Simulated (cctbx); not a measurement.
# What is wrong with this refinement?

Cell a = 13.3350 Å, b = 4.6090 Å, c = 6.9970 Å, α = 90.00°, β = 105.17°, γ = 90.00°; space group C2/m (no. 12). The compound is Pr2ScB4Pt.

Simulated single-crystal data (cctbx): Mo Kα, λ = 0.71073 Å, to d = 0.6 Å, 80 % of the full sphere, strongest reflection 20000 counts, noise from counting, a 2 % proportional error and a noise floor of 2 counts (s.d.); no absorption, and some extinction, which the refinements don't model.

An anisotropic refinement with weights 1/σ² prints:

```text
Rint 0.025, 1096 unique reflections to 0.60 A
cycle     R1     wR2    GooF  max shift (A)
   1  0.0539  0.1198   3.201   0.02497
   6  0.0295  0.0732   1.956   0.00043
final R1 0.0295 wR2 0.0732 GooF 1.956  parameters 35  data/parameter 31.3
atom        x        y        z      Ueq    occ   su(xyz)  su(Uiso or U11)
Pt1    0.00369  0.00000  0.74507   0.0241  1.000  0.00006  0.0002
Pr1    0.31111  0.50000  0.90027   0.0200  1.000  0.00007  0.0002
Pr2    0.00000  0.50000  0.50000   0.0268  1.000  0.00000  0.0003
Pr3    0.00000  0.50000  0.00000   0.0213  1.000  0.00000  0.0003
Sc1    0.30871  0.50000  0.41227   0.0325  1.000  0.00037  0.0010
B1     0.37419  0.83142  0.18002   0.0603  1.000  0.00339  0.0083
difference map: max 6.11 min -2.42 rms 0.49
Q1    0.1261  0.3309  0.3103    8    6.30  2.26 A from Pt1
Q2    0.1252  0.3542  0.8105    8    1.32  0.12 A from B1
Q3    0.1631  0.5000  0.6182    4    0.97  1.79 A from B1
Q4    0.2054  0.2348  0.4339    8    0.97  1.57 A from Sc1
Q5    0.2320  0.5000  0.0957    4    0.95  1.93 A from Pr1
Q6    0.2500  0.2500  0.0000    4    0.94  1.67 A from Pr1
```

Q: Accept it or mend it, and why?

Mend it. The fault: an atom left out, B at (0.1240, 0.3351, 0.3066). Against the right model at the same level, R1 goes from 0.0190 to 0.0295 and GooF from 1.09 to 1.96 and the top difference peak, 6.3 e/Å³, lies 2.26 Å from Pt1. Q1 is the missing atom. With scattering power missing, scale and phases suffer, so peaks may also grow on the heavy atoms.

The compound is Pr2ScB4Pt. The right model at the same level gives:

```text
Rint 0.025, 1096 unique reflections to 0.60 A
cycle     R1     wR2    GooF  max shift (A)
   1  0.0472  0.1025   2.750   0.00440
   4  0.0190  0.0405   1.086   0.00048
final R1 0.0190 wR2 0.0405 GooF 1.086  parameters 44  data/parameter 24.9
atom        x        y        z      Ueq    occ   su(xyz)  su(Uiso or U11)
Pt1    0.00372  0.00000  0.74506   0.0243  1.000  0.00003  0.0001
Pr1    0.31110  0.50000  0.90022   0.0201  1.000  0.00004  0.0001
Pr2    0.00000  0.50000  0.50000   0.0270  1.000  0.00000  0.0002
Pr3    0.00000  0.50000  0.00000   0.0215  1.000  0.00000  0.0001
Sc1    0.30898  0.50000  0.41245   0.0325  1.000  0.00020  0.0005
B1     0.37303  0.83578  0.18387   0.0477  1.000  0.00161  0.0036
B2     0.12451  0.33085  0.30760   0.0607  1.000  0.00193  0.0056
difference map: max 1.00 min -2.32 rms 0.34
Q1    0.1035  0.2019  0.2845    8    1.06  0.66 A from B2
Q2    0.2500  0.2500  0.0000    4    1.03  1.67 A from Pr1
Q3    0.1876  0.1535  0.7802    8    1.03  1.24 A from B1
Q4    0.0303  0.5000  0.8647    4    1.03  1.12 A from Pr3
Q5    0.2317  0.5000  0.0975    4    1.01  1.95 A from Pr1
Q6    0.0127  0.0000  0.9021    4    0.94  1.07 A from Pt1
```

The model is made up (kin elements in a known structure type, no relaxation), so it says nothing on whether the phase exists.

[Middle refinement cycles are left out of these outputs.]

[Logs are printed without paths, hosts, clocks, repeated set-up lines and the standing remarks that a program may print on its own settings, such as how far it seeks lower states.]
